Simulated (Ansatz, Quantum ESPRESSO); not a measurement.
## Tb3Al (Pm-3m): zone-centre phonons

Aim: the zone-centre modes of Tb3Al (Pm-3m).

Program: Quantum ESPRESSO 7.5. Level of theory: DFT PBEsol, scalar-relativistic, plane waves, PseudoDojo norm-conserving, 4f in core pseudopotentials. Results are calculated unless marked as measured.

**1. Set-up**

Symmetry: Pm-3m, No. 221, cubic system. The conventional cell has a = 4.761 Å, b = 4.761 Å, c = 4.761 Å, α = 90.00°, β = 90.00°, γ = 90.00°. Tb has 4 Al at 3.37 Å and 8 Tb at 3.37 Å nearest. Nearest to Al lie 12 Tb at 3.37 Å. Farther neighbours are not listed.

**2. A first look**

Before anything dear is run, a loose run with smearing shows whether this is a metal and how far the cell is from rest.

The input, probe.in:

```
&control
   calculation = 'scf'
   prefix = 'x'
   outdir = './tmp'
   pseudo_dir = './pseudo'
   tprnfor = .true.
   tstress = .true.
   verbosity = 'high'
/
&system
   ibrav = 1
   celldm(1) = 8.99684127
   nat = 4
   ntyp = 2
   ecutwfc = 42.0
   input_dft = 'pbesol'
   occupations = 'smearing'
   smearing = 'gaussian'
   degauss = 0.01
/
&electrons
   conv_thr = 1.0d-07
   mixing_beta = 0.7
   electron_maxstep = 100
/
ATOMIC_SPECIES
 Tb    158.9254  Tb.upf
 Al     26.9815  Al.upf
ATOMIC_POSITIONS crystal
 Tb     0.000000000   0.500000000   0.500000000
 Tb     0.500000000   0.500000000   0.000000000
 Tb     0.500000000   0.000000000   0.500000000
 Al     0.000000000   0.000000000   0.000000000
K_POINTS automatic
 4 4 4 0 0 0
```

Started as:

```console
> OMP_NUM_THREADS=1 mpirun -n 4 pw.x -nk 4 -in probe.in > probe.out
```

Output:

```text
[banners, grids, parts of the stress and lines that vanish by symmetry left out]
Program PWSCF v.7.5
     IMPORTANT: XC functional enforced from input :
     Exchange-correlation= PBESOL
                           (   1   4  10   8   0   0   0)
[...]
kinetic-energy cutoff     =      42.0000  Ry
     charge density cutoff     =     168.0000  Ry
     scf convergence threshold =      1.0E-07
[...]
Exchange-correlation= PBESOL
                           (   1   4  10   8   0   0   0)
[...]
48 Sym. Ops., with inversion, found
[...]
(     0          1          0      )
                  (     0          0          1      )
[...]
(  0.0000000  1.0000000  0.0000000 )
                  (  0.0000000  0.0000000  1.0000000 )
[...]
(     0         -1          0      )
[...]
(     1          0          0      )
[...]
( -1.0000000  0.0000000  0.0000000 )
                  (  0.0000000  1.0000000  0.0000000 )
[...]
number of k points=    10  Gaussian smearing, width (Ry)=  0.0100
[...]
End of self-consistent calculation
[...]
the Fermi energy is    10.2157 ev
!    total energy              =    -260.00750661 Ry
[...]
convergence has been achieved in   7 iterations
[...]
atom    1 type  1   force =     0.00000000    0.00000000    0.00000000
     atom    2 type  1   force =     0.00000000    0.00000000    0.00000000
     atom    3 type  1   force =     0.00000000    0.00000000    0.00000000
     atom    4 type  2   force =     0.00000000    0.00000000    0.00000000
[...]
Total force =     0.000000     Total SCF correction =     0.000000
[...]
total   stress  (Ry/bohr**3)                   (kbar)     P=      -26.40
[...]
XML data file, charge density, pseudopotentials, collected wavefunctions

   JOB DONE.
```

It took 3.7 s on 4 MPI ranks of Arm Neoverse V2, shared host; 14 s of CPU time.

This step gave:

* volume per atom: 26.98 Å³
* pressure: -2.640 GPa
* gap on the k-mesh: 0 eV

No gap opens on this mesh, so smearing is kept; the start stands at -2.6 GPa.

**3. Relaxation**

The harmonic expansion starts where the forces on the atoms vanish, and stress shifts the frequencies, so cell and atoms are relaxed with tight thresholds.

The input, relax.in:

```
&control
   calculation = 'vc-relax'
   prefix = 'x'
   outdir = './tmp'
   pseudo_dir = './pseudo'
   tprnfor = .true.
   tstress = .true.
   forc_conv_thr = 2.0d-05
   etot_conv_thr = 1.0d-07
   nstep = 40
/
&system
   ibrav = 1
   celldm(1) = 8.99684127
   nat = 4
   ntyp = 2
   ecutwfc = 42.0
   input_dft = 'pbesol'
   occupations = 'smearing'
   smearing = 'mv'
   degauss = 0.02
/
&electrons
   conv_thr = 1.0d-11
   mixing_beta = 0.7
   electron_maxstep = 100
/
&ions
/
&cell
   press_conv_thr = 0.1
/
ATOMIC_SPECIES
 Tb    158.9254  Tb.upf
 Al     26.9815  Al.upf
ATOMIC_POSITIONS crystal
 Tb     0.000000000   0.500000000   0.500000000
 Tb     0.500000000   0.500000000   0.000000000
 Tb     0.500000000   0.000000000   0.500000000
 Al     0.000000000   0.000000000   0.000000000
K_POINTS automatic
 6 6 6 0 0 0
```

Started as:

```console
> OMP_NUM_THREADS=1 mpirun -n 4 pw.x -nk 4 -in relax.in > relax.out
```

Output:

```text
[banners, grids, parts of the stress and lines that vanish by symmetry left out]
[banner, memory and clock lines left out]
Program PWSCF v.7.5

[...]
Exchange-correlation= PBESOL
                           (   1   4  10   8   0   0   0)
[...]
kinetic-energy cutoff     =      42.0000  Ry
     charge density cutoff     =     168.0000  Ry
     scf convergence threshold =      1.0E-11
[...]
energy convergence thresh.=      1.0E-07
     force convergence thresh. =      2.0E-05
     press convergence thresh. =      1.0E-01
     Exchange-correlation= PBESOL
                           (   1   4  10   8   0   0   0)
[...]
48 Sym. Ops., with inversion, found
[...]
number of k points=    20  Marzari-Vanderbilt smearing, width (Ry)=  0.0200
[...]
End of self-consistent calculation
[...]
the Fermi energy is    10.1565 ev
!    total energy              =    -260.00417215 Ry
[...]
convergence has been achieved in   9 iterations
[...]
atom    1 type  1   force =     0.00000000    0.00000000    0.00000000
     atom    2 type  1   force =     0.00000000    0.00000000    0.00000000
     atom    3 type  1   force =     0.00000000    0.00000000    0.00000000
     atom    4 type  2   force =     0.00000000    0.00000000    0.00000000
     Total force =     0.000000     Total SCF correction =     0.000000
[...]
total   stress  (Ry/bohr**3)                   (kbar)     P=      -28.12
[...]
number of bfgs steps    =   0
[...]
CELL_PARAMETERS (alat=  8.99684127)
[...]
ATOMIC_POSITIONS (crystal)
Tb               0.0000000000        0.5000000000        0.5000000000
Tb               0.5000000000        0.5000000000        0.0000000000
Tb               0.5000000000        0.0000000000        0.5000000000
Al               0.0000000000        0.0000000000        0.0000000000
[...]
New effective cutoffs (rho, wfc):  169.39   42.39
[...]
End of self-consistent calculation
[...]
the Fermi energy is    10.3270 ev
!    total energy              =    -260.00590238 Ry
[...]
convergence has been achieved in   8 iterations
[...]
atom    1 type  1   force =     0.00000000    0.00000000    0.00000000
     atom    2 type  1   force =     0.00000000    0.00000000    0.00000000
     atom    3 type  1   force =     0.00000000    0.00000000    0.00000000
     atom    4 type  2   force =     0.00000000    0.00000000    0.00000000
     Total force =     0.000000     Total SCF correction =     0.000000
[...]
total   stress  (Ry/bohr**3)                   (kbar)     P=      -20.81
[...]
number of bfgs steps    =   1
[...]
CELL_PARAMETERS (alat=  8.99684127)
[...]
ATOMIC_POSITIONS (crystal)
[...]
New effective cutoffs (rho, wfc):  171.86   43.01
[...]
End of self-consistent calculation
[...]
the Fermi energy is    10.5886 ev
!    total energy              =    -260.00748280 Ry
[...]
convergence has been achieved in  10 iterations
[...]
atom    1 type  1   force =     0.00000000    0.00000000    0.00000000
     atom    2 type  1   force =     0.00000000    0.00000000    0.00000000
     atom    3 type  1   force =     0.00000000    0.00000000    0.00000000
     atom    4 type  2   force =     0.00000000    0.00000000    0.00000000
     Total force =     0.000000     Total SCF correction =     0.000000
[...]
total   stress  (Ry/bohr**3)                   (kbar)     P=       -9.24
[...]
number of bfgs steps    =   2
[...]
CELL_PARAMETERS (alat=  8.99684127)
[...]
ATOMIC_POSITIONS (crystal)
[...]
New effective cutoffs (rho, wfc):  173.82   43.50
[...]
End of self-consistent calculation
[...]
the Fermi energy is    10.7974 ev
!    total energy              =    -260.00784627 Ry
[...]
convergence has been achieved in  11 iterations
[...]
atom    1 type  1   force =     0.00000000    0.00000000    0.00000000
     atom    2 type  1   force =     0.00000000    0.00000000    0.00000000
[...]
Total force =     0.000000     Total SCF correction =     0.000000
[...]
total   stress  (Ry/bohr**3)                   (kbar)     P=        0.29
[...]
number of bfgs steps    =   3
[...]
CELL_PARAMETERS (alat=  8.99684127)
[...]
ATOMIC_POSITIONS (crystal)
[...]
New effective cutoffs (rho, wfc):  173.76   43.48
[...]
End of self-consistent calculation
[...]
the Fermi energy is    10.7910 ev
!    total energy              =    -260.00784661 Ry
[...]
convergence has been achieved in   8 iterations
[...]
Total force =     0.000000     Total SCF correction =     0.000000
[...]
total   stress  (Ry/bohr**3)                   (kbar)     P=       -0.00
[...]
number of bfgs steps    =   4
[...]
small trust_radius: resetting bfgs history
[...]
CELL_PARAMETERS (alat=  8.99684127)
[...]
ATOMIC_POSITIONS (crystal)
[...]
New effective cutoffs (rho, wfc):  173.76   43.48
[...]
End of self-consistent calculation
[...]
the Fermi energy is    10.7910 ev
!    total energy              =    -260.00784661 Ry
[...]
convergence has been achieved in   2 iterations
[...]
atom    1 type  1   force =     0.00000000    0.00000000    0.00000000
     atom    2 type  1   force =     0.00000000    0.00000000    0.00000000
     atom    3 type  1   force =     0.00000000    0.00000000    0.00000000
     atom    4 type  2   force =     0.00000000    0.00000000    0.00000000
     Total force =     0.000000     Total SCF correction =     0.000000
[...]
total   stress  (Ry/bohr**3)                   (kbar)     P=       -0.00
[...]
bfgs converged in   6 scf cycles and   5 bfgs steps
[...]
End of BFGS Geometry Optimization
     Final enthalpy           =    -260.0078466108 Ry
     File ./tmp/x.bfgs deleted, as requested
[...]
CELL_PARAMETERS (alat=  8.99684127)
[...]
ATOMIC_POSITIONS (crystal)
[...]
Tb               0.5000000000        0.0000000000        0.5000000000
Al               0.0000000000        0.0000000000        0.0000000000
[...]
Final scf calculation at the relaxed structure.
[...]
kinetic-energy cutoff     =      42.0000  Ry
     charge density cutoff     =     168.0000  Ry
     scf convergence threshold =      1.0E-13
[...]
press convergence thresh. =      1.0E-01
     Exchange-correlation= PBESOL
                           (   1   4  10   8   0   0   0)
[...]
48 Sym. Ops., with inversion, found
[...]
number of k points=    20  Marzari-Vanderbilt smearing, width (Ry)=  0.0200
[...]
c_bands:  1 eigenvalues not converged
[...]
End of self-consistent calculation
[...]
the Fermi energy is    10.7911 ev
!    total energy              =    -260.00670074 Ry
[...]
convergence has been achieved in  13 iterations
[...]
atom    1 type  1   force =     0.00000000    0.00000000    0.00000000
     atom    2 type  1   force =     0.00000000    0.00000000    0.00000000
     atom    3 type  1   force =     0.00000000    0.00000000    0.00000000
     atom    4 type  2   force =     0.00000000    0.00000000    0.00000000
     Total force =     0.000000     Total SCF correction =     0.000000
[...]
total   stress  (Ry/bohr**3)                   (kbar)     P=       -2.32
[...]
XML data file, charge density, pseudopotentials, collected wavefunctions
```

Elapsed: 37 s, on 4 MPI ranks.

Relaxation path:

| step | energy less that of the first step (eV) | largest force (eV/Å) | pressure (GPa) | volume (Å³) |
| --- | --- | --- | --- | --- |
| 1 | 0.0000 | 0.0000 | -2.81 | 107.91 |
| 2 | -0.0235 | 0.0000 | -2.08 | 106.37 |
| 3 | -0.0450 | 0.0000 | -0.92 | 104.09 |
| 4 | -0.0500 | 0.0000 | 0.03 | 102.34 |
| 5 | -0.0500 | 0.0000 | 0.00 | 102.39 |
| 6 | -0.0500 | 0.0000 | 0.00 | 102.39 |
| 7 | -0.0344 | 0.0000 | -0.23 | 102.39 |

| conventional cell, symmetrised | before | after | change |
| --- | --- | --- | --- |
| a (Å) | 4.761 | 4.678 | -1.7 % |
| b (Å) | 4.761 | 4.678 | -1.7 % |
| c (Å) | 4.761 | 4.678 | -1.7 % |
| volume (Å³/atom) | 26.98 | 25.60 | -5.1 % |

The relaxed structure:

```xyz
4
Lattice="4.6783 0.0000 0.0000 0.0000 4.6783 0.0000 0.0000 0.0000 4.6783" Properties=species:S:1:pos:R:3 pbc="T T T"
Tb    0.0000    2.3391    2.3391
Tb    2.3391    2.3391    0.0000
Tb    2.3391    0.0000    2.3391
Al    0.0000    0.0000    0.0000
```

The last row of the table of steps is pw.x's closing run on a basis chosen anew for the final cell, so its energy can jump.

This step gave:

```yaml
volume_per_atom: 25.60 Å³
pressure: -0.2320 GPa
```

The volume changes by -5.1 % from the cell with which this run began.

**4. Ground state**

Perturbation theory inherits every error of the wavefunctions, so the threshold is set near the limit of the arithmetic. Smearing stays on, as the first look found no gap above 0.3 eV.

The input, scf.in:

```
&control
   calculation = 'scf'
   prefix = 'x'
   outdir = './tmp'
   pseudo_dir = './pseudo'
   tprnfor = .true.
   tstress = .true.
/
&system
   ibrav = 1
   celldm(1) = 8.84068816
   nat = 4
   ntyp = 2
   ecutwfc = 42.0
   input_dft = 'pbesol'
   occupations = 'smearing'
   smearing = 'mv'
   degauss = 0.02
/
&electrons
   conv_thr = 1.0d-12
   mixing_beta = 0.7
   electron_maxstep = 100
/
ATOMIC_SPECIES
 Tb    158.9254  Tb.upf
 Al     26.9815  Al.upf
ATOMIC_POSITIONS crystal
 Tb     0.000000000   0.500000000   0.500000000
 Tb     0.500000000   0.500000000   0.000000000
 Tb     0.500000000   0.000000000   0.500000000
 Al     0.000000000   0.000000000   0.000000000
K_POINTS automatic
 6 6 6 0 0 0
```

Started as:

```console
> OMP_NUM_THREADS=1 mpirun -n 4 pw.x -nk 4 -in scf.in > scf.out
```

Output:

```text
[banners, grids, parts of the stress and lines that vanish by symmetry left out]
[banner, memory and clock lines left out]
Program PWSCF v.7.5

[...]
Exchange-correlation= PBESOL
                           (   1   4  10   8   0   0   0)
[...]
kinetic-energy cutoff     =      42.0000  Ry
     charge density cutoff     =     168.0000  Ry
     scf convergence threshold =      1.0E-12
[...]
Exchange-correlation= PBESOL
                           (   1   4  10   8   0   0   0)
[...]
48 Sym. Ops., with inversion, found
[...]
number of k points=    20  Marzari-Vanderbilt smearing, width (Ry)=  0.0200
[...]
End of self-consistent calculation
[...]
the Fermi energy is    10.7911 ev
!    total energy              =    -260.00670074 Ry
[...]
convergence has been achieved in  11 iterations
[...]
atom    1 type  1   force =     0.00000000    0.00000000    0.00000000
     atom    2 type  1   force =     0.00000000    0.00000000    0.00000000
     atom    3 type  1   force =     0.00000000    0.00000000    0.00000000
     atom    4 type  2   force =     0.00000000    0.00000000    0.00000000
     Total force =     0.000000     Total SCF correction =     0.000000
[...]
total   stress  (Ry/bohr**3)                   (kbar)     P=       -2.32
[...]
XML data file, charge density, pseudopotentials, collected wavefunctions
```

It took 7.1 s on 4 MPI ranks; 28 s of CPU time.

The cell stands at -0.23 GPa, close enough for stiff modes, while soft ones can move.

(Part 1 of 3 ends here.)

[Host names and launcher messages were left out of these logs when they were recorded.]

[Logs are printed without paths, hosts, clocks, repeated set-up lines and the standing remarks that a program may print on its own settings, such as how far it seeks lower states.]

[Hosts, paths, dates, database ids (printed as entryN), source tags and the programs' standing remarks are cut or masked in the printed files.]
